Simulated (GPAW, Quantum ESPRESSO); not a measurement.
# K K ELNES/XANES of K (Im-3m) from DFT, part 2 of 4

Do two independent programs agree on the K K edge of K (Im-3m)? The same cell and functional are run with XSpectra and with GPAW.

Quantum ESPRESSO 7.5 and GPAW 26.7.0; core-hole supercells, plane-wave PAW LDA.

So far. Step 2 (The field without a hole (Quantum ESPRESSO)): The mesh shows no gap, so the system is treated as a metal and the core electron is put at the Fermi level (neutral cell). Step 3 (Spectrum without a core hole, K atom 1 (Quantum …): Main maxima below 30 eV (height): 1.2 eV (0.79), 7.5 eV (2.22), 12.3 eV (1.26), 13.9 eV (1.17), 18.7 eV (1.48), 25.8 eV (1.18) and 26.8 eV (1.15). A K edge sees empty p states on the absorber.

The database entry behind the starting cell lists a temperature near 5 K, so it need not match the best structure at ambient conditions.

### Step 6. The atom with a core hole (Quantum ESPRESSO)

Level of this step: all-electron atom with a core hole and its PAW potential, LDA, scalar-relativistic (Quantum ESPRESSO).

The final state has one core electron fewer, so a PAW data set is made for an atom with that hole.

File K.lda-spn-kjpaw-1sch.ld1.in:

```
&input
   title='K', zed=19., rel=1, iswitch=3, dft='PZ',
   config='1s1 2s2 2p6 3s2 3p6 4s2 4p0 3d-1'
/
&inputp
   file_pseudopw='K.lda-spn-kjpaw-1sch.UPF', author='',
   lpaw=.true.,
   pseudotype=3,
   lloc=-1,
   rcloc=1.5,
   which_augfun='PSQ',
   rmatch_augfun_nc=.true.,
   nlcc=.true.,
   new_core_ps=.true.,
   rcore=1.0,
   tm=.true.,
   zval=10,
   lgipaw_reconstruction=.true., use_paw_as_gipaw=.true.
/
6
3S  1  0  2.00  0.00  1.20  1.30  0.0
4S  2  0  2.00  0.00  1.20  1.30  0.0
3P  2  1  6.00  0.00  1.40  1.60  0.0
4P  3  1  0.00  0.00  1.40  1.60  0.0
3D  3  2  0.00  0.05  1.20  1.70  0.0
3D  3  2  0.00  1.00  1.20  1.70  0.0
```

Started as:

```console
$ ld1.x < K.lda-spn-kjpaw-1sch.ld1.in > K.lda-spn-kjpaw-1sch.ld1.out
```

The program printed:

```text
     [... banner and references ...]
PAW data will be used for GIPAW calculation
     --------------------------- All-electron run ----------------------------

     K
     scalar relativistic calculation

     atomic number is 19.00
     dft =PZ   lsd =0 sic =0 latt =0  beta=0.20 tr2=1.0E-14
     Exchange-correlation= PZ
                           (   1   1   0   0   0   0   0)
     mesh =1165 r(mesh) = 100.03909 a.u. xmin = -7.00 dx = 0.01250
     1 Ry =  13.60569312 eV, c = 137.03599908

     n l     nl                  e(Ry)          e(Ha)          e(eV)
     1 0     1S 1( 1.00)      -273.5519      -136.7759     -3721.8631
     2 0     2S 1( 2.00)       -29.3944       -14.6972      -399.9318
     2 1     2P 1( 6.00)       -24.6021       -12.3011      -334.7288
[...]
final scf error:  6.8E-15 reached in  24 iterations

     Etot =    -935.527622 Ry,    -467.763811 Ha,  -12728.501734 eV

     Ekin =     939.304070 Ry,     469.652035 Ha,   12779.882925 eV
     Encl =   -2274.303236 Ry,   -1137.151618 Ha,  -30943.471893 eV
     Eh   =     453.086827 Ry,     226.543413 Ha,    6164.560319 eV
     Exc  =     -53.615283 Ry,     -26.807641 Ha,    -729.473085 eV

     normalization and overlap integrals

     s(1S/1S) =  1.000000  <r> =   0.0800  <r2> =    0.0086  r(max) =   0.0526
     s(1S/2S) = -0.001658
     s(1S/3S) = -0.000583
     s(1S/4S) = -0.000163
     s(2S/2S) =  1.000000  <r> =   0.3734  <r2> =    0.1651  r(max) =   0.3067
[...]
s(2P/2P) =  1.000000  <r> =   0.3297  <r2> =    0.1344  r(max) =   0.2480
     s(2P/3P) = -0.000256
     s(2P/4P) = -0.000056
     s(3S/3S) =  1.000000  <r> =   1.1785  <r2> =    1.6054  r(max) =   1.0056
[...]
Etot =    -935.527622 Ry,    -467.763811 Ha,  -12728.501734 eV

     Ekin =     939.304070 Ry,     469.652035 Ha,   12779.882925 eV
     Encl =   -2274.303236 Ry,   -1137.151618 Ha,  -30943.471893 eV
     Eh   =     453.086827 Ry,     226.543413 Ha,    6164.560319 eV
     Exc  =     -53.615283 Ry,     -26.807641 Ha,    -729.473085 eV

     normalization and overlap integrals

[...]
s(2S/4S) = -0.000089
     s(2P/2P) =  1.000000  <r> =   0.3297  <r2> =    0.1344  r(max) =   0.2480
     s(2P/3P) = -0.000256
     s(2P/4P) = -0.000056
     s(3S/3S) =  1.000000  <r> =   1.1785  <r2> =    1.6054  r(max) =   1.0056
     s(3S/4S) = -0.000048
     s(3P/3P) =  1.000000  <r> =   1.2730  <r2> =    1.9160  r(max) =   1.0440
     s(3P/4P) = -0.000031
     s(4S/4S) =  1.000000  <r> =   4.0234  <r2> =   18.5907  r(max) =   3.3806
     s(4P/4P) =  1.000000  <r> =   5.2998  <r2> =   32.6341  r(max) =   4.3408

     ------------------------ End of All-electron run ------------------------

     ---------------------- Testing the pseudopotential ----------------------

     K
     scalar relativistic calculation

     atomic number is 19.00   valence charge is 10.00
     dft = SLA  PZ   NOGX NOGC   lsd =0 sic =0 latt =0  beta=0.20 tr2=1.0E-14
     mesh =1165 r(mesh) = 100.03909 xmin = -7.00 dx = 0.01250

     n l     nl             e AE (Ry)        e PS (Ry)    De AE-PS (Ry)
[...]
2 1     3P   1( 6.00)       -2.07823       -2.07820       -0.00002
     3 1     4P   1( 0.00)       -0.11045       -0.11045       -0.00000

     eps = 5.0E-16  iter =  4

     Etot =    -935.527622 Ry,    -467.763811 Ha,  -12728.501734 eV
     Etotps =  -114.838506 Ry,     -57.419253 Ha,   -1562.457474 eV

     Ekin =      89.151048 Ry,      44.575524 Ha,    1212.961797 eV
     Encl =    -206.899816 Ry,    -103.449908 Ha,   -2815.015405 eV
     Ehrt =      56.525621 Ry,      28.262811 Ha,     769.070256 eV
     Ecxc =     -53.615359 Ry,     -26.807680 Ha,    -729.474122 eV
     (Ecc =      -1.267585 Ry,      -0.633793 Ha,     -17.246379 eV)

     ---------------------- End of pseudopotential test ----------------------
```

It took 0.68 s on 1 MPI rank of Arm Neoverse V2, shared host; peak memory 0.12 GiB.

Removing the core electron and adding it to the valence shell costs the free atom 3613.5 eV.

### Step 7. Supercell with XCH, K atom 1 (Quantum ESPRESSO)

The holes are 7.4 Å apart. The excited electron is kept in the cell, where it fills the lowest empty states and screens the hole.

File scf.in:

```
&control
   calculation='scf', prefix='x', pseudo_dir='../pp', outdir='tmp', tprnfor=.true.
/
&system
   ibrav=0, nat=4, ntyp=2, nbnd=23
   ecutwfc=46, ecutrho=310
   occupations='smearing', smearing='mv', degauss=0.015
/
&electrons
   conv_thr=4.0e-08, electron_maxstep=120
   mixing_beta=0.5
/
ATOMIC_SPECIES
K0 1.0 K.lda-spn-kjpaw-1sch.UPF
K 1.0 K.lda-spn-kjpaw.UPF
CELL_PARAMETERS angstrom
  5.22500000 -5.22500000 0.00000000
  5.22500000 0.00000000 -5.22500000
  5.22500000 0.00000000 5.22500000
ATOMIC_POSITIONS crystal
K0   0.00000000 0.00000000 0.00000000
K    0.00000000 0.50000000 0.50000000
K    0.50000000 0.75000000 0.25000000
K    0.50000000 0.25000000 0.75000000
K_POINTS automatic
5 5 5 0 0 0
```

Started as:

```console
$ OMP_NUM_THREADS=1 mpirun --oversubscribe --bind-to none -np 8 pw.x -nk 8 -in scf.in > scf.out
```

The program printed:

```text
     [... banner and references ...]
[banner, memory and clock lines left out]
using ibrav=0 with symmetry is DISCOURAGED, use correct ibrav instead

     G-vector sticks info

     bravais-lattice index     =            0
     lattice parameter (alat)  =      13.9637  a.u.
     unit-cell volume          =    1925.2427 (a.u.)^3
     number of atoms/cell      =            4
     number of atomic types    =            2
     number of electrons       =        37.00
     number of Kohn-Sham states=           23
     kinetic-energy cutoff     =      46.0000  Ry
     charge density cutoff     =     310.0000  Ry
     scf convergence threshold =      4.0E-08
     mixing beta               =       0.5000
     number of iterations used =            8  plain     mixing
     Exchange-correlation= SLA  PZ   NOGX NOGC
                           (   1   1   0   0   0   0   0)

     celldm(1)=  13.963689  celldm(2)=   0.000000  celldm(3)=   0.000000
     celldm(4)=   0.000000  celldm(5)=   0.000000  celldm(6)=   0.000000

     crystal axes: (cart. coord. in units of alat)
               a(1) = (   0.707107  -0.707107   0.000000 )
               a(2) = (   0.707107   0.000000  -0.707107 )
               a(3) = (   0.707107   0.000000   0.707107 )

     reciprocal axes: (cart. coord. in units 2 pi/alat)
               b(1) = (  0.000000 -1.414214  0.000000 )
               b(2) = (  0.707107  0.707107 -0.707107 )
               b(3) = (  0.707107  0.707107  0.707107 )

     ../pp/K.lda-spn-kjpaw-1sch.UPF
     Pseudo is Projector augmented-wave + core cor, Zval = 10.0
     Shape of augmentation charge: PSQ
[...]
k = 0.4243 0.4243 0.1414 ( 10142 PWs)   bands (ev):

[...]
k =-0.1414-0.1414-0.4243 ( 10150 PWs)   bands (ev):

[...]
k = 0.0000 0.0000-0.2828 ( 10137 PWs)   bands (ev):

[...]
k = 0.5657 0.5657-0.0000 ( 10157 PWs)   bands (ev):

[...]
k = 0.0000 0.0000-0.5657 ( 10166 PWs)   bands (ev):

[...]
0.1542   1.2432   1.7744   1.8599   2.2159   2.2159   2.7342

          k = 0.5657 0.2828-0.0000 ( 10162 PWs)   bands (ev):

   -39.9120 -30.0132 -29.8673 -29.8672 -22.7651 -22.7651 -22.7650 -13.6905
   -13.6889 -13.6875 -13.5496 -13.5453 -13.5427 -13.5401 -13.5382 -13.5373
     0.3237   1.1455   1.3925   1.6060   2.5145   2.5492   2.7062

     the Fermi energy is     1.7167 ev

!    total energy              =    -444.55801074 Ry
     total all-electron energy =     -4539.222126 Ry
     estimated scf accuracy    <          5.6E-09 Ry
     smearing contrib. (-TS)   =      -0.00094662 Ry
     internal energy E=F+TS    =    -444.55706412 Ry

     The total energy is F=E-TS. E is the sum of the following terms:
     one-electron contribution =    -154.98557358 Ry
     hartree contribution      =      80.52709980 Ry
     xc contribution           =     -44.76578315 Ry
     ewald contribution        =    -126.28449748 Ry
     one-center paw contrib.   =    -199.04830971 Ry

     convergence has been achieved in   7 iterations

     Forces acting on atoms (cartesian axes, Ry/au):

     atom    1 type  1   force =     0.00000000    0.00000000    0.00000000
     atom    2 type  2   force =     0.00000000    0.00000000    0.00000000
     atom    3 type  2   force =    -0.00000000   -0.00000000   -0.00000000
     atom    4 type  2   force =     0.00000000    0.00000000    0.00000000

     Total force =     0.000000     Total SCF correction =     0.000000

     XML data file, charge density, pseudopotentials, collected wavefunctions
```

Run time: 12 s. Hardware: 8 MPI ranks; peak memory 0.23 GiB.

Energy with the hole: -61759.263 eV, cores included.

### Step 8. Spectrum with XCH, K atom 1 (Quantum ESPRESSO)

The Lanczos recursion gives the spectrum without computing empty bands; each polarisation needs a run of its own on the full k mesh. xe0 is set between filled and empty states, and states below it are cut, here at the Fermi level, which holds the excited electron. The file of filecore holds the core orbital, taken from the hole-free data set.

File xspectra.in:

```
&input_xspectra
   calculation='xanes_dipole', edge='K'
   prefix='x', outdir='tmp', xiabs=1, xe0=1.7167
   xonly_plot=.false., x_save_file='xanes.sav'
   xniter=3000, xcheck_conv=20, xerror=0.005
   xcoordcrys=.false., xepsilon(1)=1, xepsilon(2)=0, xepsilon(3)=0
/
&plot
   xnepoint=413, xemin=-10, xemax=45, terminator=.true., cut_occ_states=.true.
   xgamma=0.4
/
&pseudos
   filecore='../K.wfc'
/
&cut_occ
   cut_desmooth=0.1, cut_stepl=0.05, cut_stepu=0.05, cut_ierror=1e-5
/
6 6 6 0 0 0
```

Started as:

```console
$ OMP_NUM_THREADS=1 mpirun --oversubscribe --bind-to none -np 8 xspectra.x -nk 8 -in xspectra.in > xspectra.out
```

The program printed:

```text
     [... banner and references ...]
Reading input_file

     calculation: xanes_dipole

     xepsilon  [cartesian coordinates]:   1.000000   0.000000   0.000000

     xonly_plot: FALSE
        => complete calculation: Lanczos + spectrum plot

     filecore (core-wavefunction file): ../K.wfc

     main plot parameters:
        cut_occ_states: TRUE
        gamma_mode:  constant
        -> using xgamma [eV]:  0.40
        xemin [eV]: -10.00
        xemax [eV]:  45.00
        xnepoint:  413
        xe0 [eV]:   1.716700 (energy zero read in input file)

     WARNING: variable ef_r is obsolete

                      Reading SCF save directory: x.save

     tmp/x.save/

     Exchange-correlation= PZ
                           (   1   1   0   0   0   0   0)

     G-vector sticks info

                           Getting the Fermi energy

     From SCF save directory:
        ehomo [eV]:    2.0758 (highest occupied level)
        elumo [eV]:    2.1118 (lowest occupied level)
        ef    [eV]:    2.0758

     -> ef (in eV) will be written in x_save_file

                           Energy zero of the spectrum

     -> ef will NOT be used as energy zero of the spectrum
       (because xe0 read in input file)

     G-vector sticks info

     bravais-lattice index     =            0
     lattice parameter (alat)  =      13.9637  a.u.
     unit-cell volume          =    1925.2427 (a.u.)^3
     number of atoms/cell      =            4
     number of atomic types    =            2
     number of electrons       =        37.00
     number of Kohn-Sham states=           23
     kinetic-energy cutoff     =      46.0000  Ry
     charge density cutoff     =     310.0000  Ry
     Exchange-correlation= PZ
                           (   1   1   0   0   0   0   0)

     celldm(1)=  13.963689  celldm(2)=   0.000000  celldm(3)=   0.000000
     celldm(4)=   0.000000  celldm(5)=   0.000000  celldm(6)=   0.000000

     crystal axes: (cart. coord. in units of alat)
               a(1) = (   0.707107  -0.707107   0.000000 )
               a(2) = (   0.707107   0.000000  -0.707107 )
               a(3) = (   0.707107   0.000000   0.707107 )

     reciprocal axes: (cart. coord. in units 2 pi/alat)
               b(1) = (  0.000000 -1.414214  0.000000 )
               b(2) = (  0.707107  0.707107 -0.707107 )
               b(3) = (  0.707107  0.707107  0.707107 )

     ../pp/K.lda-spn-kjpaw-1sch.UPF
     Pseudo is Projector augmented-wave + core cor, Zval = 10.0
     Shape of augmentation charge: PSQ
     Using radial grid of 1165 points,  6 beta functions with:
                l(1) =   0
                l(2) =   0
                l(3) =   1
                l(4) =   1
                l(5) =   2
[...]
Q(r) pseudized with 0 coefficients

     ../pp/K.lda-spn-kjpaw.UPF
     Pseudo is Projector augmented-wave + core cor, Zval =  9.0
     Shape of augmentation charge: PSQ
     Using radial grid of 1165 points,  6 beta functions with:
[...]
l(4) =   1
                l(5) =   2
                l(6) =   2
     Q(r) pseudized with 0 coefficients

     atomic species   valence    mass     pseudopotential
     K0               10.00     1.00000     K ( 1.00)
     K                 9.00     1.00000     K ( 1.00)

     48 Sym. Ops., with inversion, found

   Cartesian axes

     site n.     atom                  positions (alat units)
         1        K0     tau(   1) = (   0.0000000   0.0000000   0.0000000  )
         2        K      tau(   2) = (   0.7071068   0.0000000   0.0000000  )
         3        K      tau(   3) = (   1.0606602  -0.3535534  -0.3535534  )
         4        K      tau(   4) = (   1.0606602  -0.3535534   0.3535534  )

     number of k points=   216  Marzari-Vanderbilt smearing, width (Ry)=  0.0150

     Number of k-points >= 100: set verbosity='high' to print them.

     Dense  grid:   177663 G-vectors     FFT dimensions: (  80,  80,  80)

     Smooth grid:    81211 G-vectors     FFT dimensions: (  64,  64,  64)

     The potential is recalculated from file :
     tmp/x.save/charge-density

     Starting wfcs are   32 atomic wfcs
     Checking if some PAW data can be deallocated...

               Reading core wavefunction file for the absorbing atom

     ../K.wfc successfully read

                              Attributing the PAW radii
                     for the absorbing atom [units: Bohr radius]

        PAW proj 1: r_paw(l= 0)= 1.95  (1.5*r_cut)
        PAW proj 2: r_paw(l= 0)= 1.95  (1.5*r_cut)
        PAW proj 3: r_paw(l= 1)= 2.40  (1.5*r_cut)
        PAW proj 4: r_paw(l= 1)= 2.40  (1.5*r_cut)
        PAW proj 5: r_paw(l= 2)= 2.55  (1.5*r_cut)
        PAW proj 6: r_paw(l= 2)= 2.55  (1.5*r_cut)

        NB: The calculation will not necessary use all these r_paw values.
            - For a edge in the electric-dipole approximation,
              only the r_paw(l=1) values are used.
            - For a K edge in the electric-quadrupole approximation,
              only the r_paw(l=2) values are used.

            - For a L2 or L3 edge in the electric-quadrupole approximation,

              all projectors (s, p and d) are used.

                          Starting XANES calculation
                     in the electric dipole approximation

     Method of calculation based on the Lanczos recursion algorithm
        - STEP 1: Construction of a kpoint-dependent Lanczos basis,
          in which the Hamiltonian is tridiagonal (each 'iter'
          corresponds to the calculation of one more Lanczos vector)
        - STEP 2: Calculation of the cross-section as a continued fraction
          averaged over the k-points.

     ... Begin STEP 1 ...

        Radial transition matrix element(s) used in the calculation of the
        initial vector of the Lanczos basis (|tilde{phi}_abs> normalized)
        | For PAW proj. (l=1) #1: radial matrix element =   0.018187903
        | For PAW proj. (l=1) #2: radial matrix element =   0.022567882

NB: the    27 k-point are not all listed below because npool=  8
        |-------------------------------------------------------------
        ! k-point #     1:  ( 0.0000,  0.0000,  0.0000),  0.0093,   1
        |-------------------------------------------------------------
 okvan= T
        |   Norm of the initial Lanczos vector: 0.14573870E-01
        |   Estimated error at iter     20:   1.01443076
        |   Estimated error at iter     40:   0.38674724
        |   Estimated error at iter     60:   0.28737562
        |   Estimated error at iter     80:   0.36320370
        |   Estimated error at iter    100:   0.19304217
[...]
!   => CONVERGED at iter    200 with error=  0.00408210
        |-------------------------------------------------------------
        ! k-point #     2:  ( 0.1179,  0.1179,  0.1179),  0.0093,   1
        |-------------------------------------------------------------
 okvan= T
        |   Norm of the initial Lanczos vector: 0.14575010E-01
[...]
!   => CONVERGED at iter    480 with error=  0.00478826
        |-------------------------------------------------------------
     [... 24 further k-points ...]
        ! k-point #    27:  ( 0.7071,  0.7071, -0.2357),  0.0093,   1
        |-------------------------------------------------------------
 okvan= T
        |   Norm of the initial Lanczos vector: 0.14586095E-01
[...]
|   Estimated error at iter    380:   0.00805226
        |   Estimated error at iter    400:   0.00810464
        |   Estimated error at iter    420:   0.00728826
        !   => CONVERGED at iter    440 with error=  0.00201999

     Results of STEP 1 successfully written in x_save_file
     x_save_file name:
     ->  xanes.sav
     x_save_file version:  2

     ... End STEP 1 ...

     ... Begin STEP 2 ...

     The spectrum is calculated using the following parameters:
        xe0 [eV]:    1.7167
        the occupied states are elimintate from the spectrum
        xemin [eV]: -10.00
        xemax [eV]:  45.00
        xnepoint:  413
        constant broadening parameter [eV]:    0.400
        Core level energy [eV]:  -3608.
         (from electron binding energy of neutral atoms in X-ray data booklet)

     Cross-section successfully written in xanes.dat

     ... End STEP 2 ...

                                END JOB XSpectra
```

Run time: 1.7 min. Hardware: 8 MPI ranks; peak memory 0.16 GiB; 14 min of CPU time.

The K K spectrum, K atom 1, excited-electron core hole (neutral cell) (energy from the energy zero of the input (xe0, at the border of filled and empty states); intensity scaled to a mean of 1 over the first 20 eV; the points at xe0, where the cut of filled states can leave a spike, are interpolated):

```csv
E (eV),intensity
-2.00,0.06
-1.25,0.10
-0.50,0.21
0.25,0.70
1.00,1.28
1.75,0.53
2.50,0.55
3.25,0.99
4.00,0.99
4.75,0.97
5.50,0.86
6.25,1.60
7.00,1.88
7.75,1.10
8.50,0.79
9.25,0.81
10.00,0.75
10.75,0.85
11.50,0.95
12.25,1.03
13.00,0.99
13.75,0.96
14.50,1.02
15.25,0.94
16.00,0.97
16.75,1.13
17.50,1.24
18.25,1.21
19.00,1.01
19.75,0.94
20.50,0.81
21.25,0.85
22.00,0.88
22.75,0.98
23.50,1.00
24.25,0.91
25.00,0.93
25.75,1.01
26.50,0.92
27.25,0.93
28.00,0.73
28.75,0.69
29.50,0.77
30.25,0.89
31.00,1.06
31.75,1.22
```

Main maxima below 30 eV (height): 0.9 eV (1.30), 3.6 eV (1.13), 6.7 eV (2.19), 12.2 eV (1.04), 14.2 eV (1.07) and 17.8 eV (1.27). 

The total-energy difference is 3613.12 eV. One term is added: -19.73 eV, since the hole is spin-paired here and a spin-polarised one costs that much less in the free atom (computed apart). The photon energy is then 3593.39 eV. The tabulated edge of the element is 3608.4 eV. The functional leaves an error in such absolute values: in the free atom LDA prices this hole 11.1 eV below PBE (computed apart), and PBE is itself good to a few eV.

(Continued in part 3 of 4.)

[Banner, clock and machine lines of the logs are left out without a mark of their own.]

[Logs are printed without paths, hosts, clocks, repeated set-up lines and the standing remarks that a program may print on its own settings, such as how far it seeks lower states.]

[Hosts, paths, dates, database ids (printed as entryN), source tags and the programs' standing remarks are cut or masked in the printed files.]

[Lists of maxima count a maximum above −3 eV only where it reaches 4 % of the highest in the window and stands out from its surroundings by 2 % of it (1.5 % where it reaches 55 %); shoulders and weaker maxima are passed over, and of the rest the first, up to two pre-edge ones and the few strongest are named.]
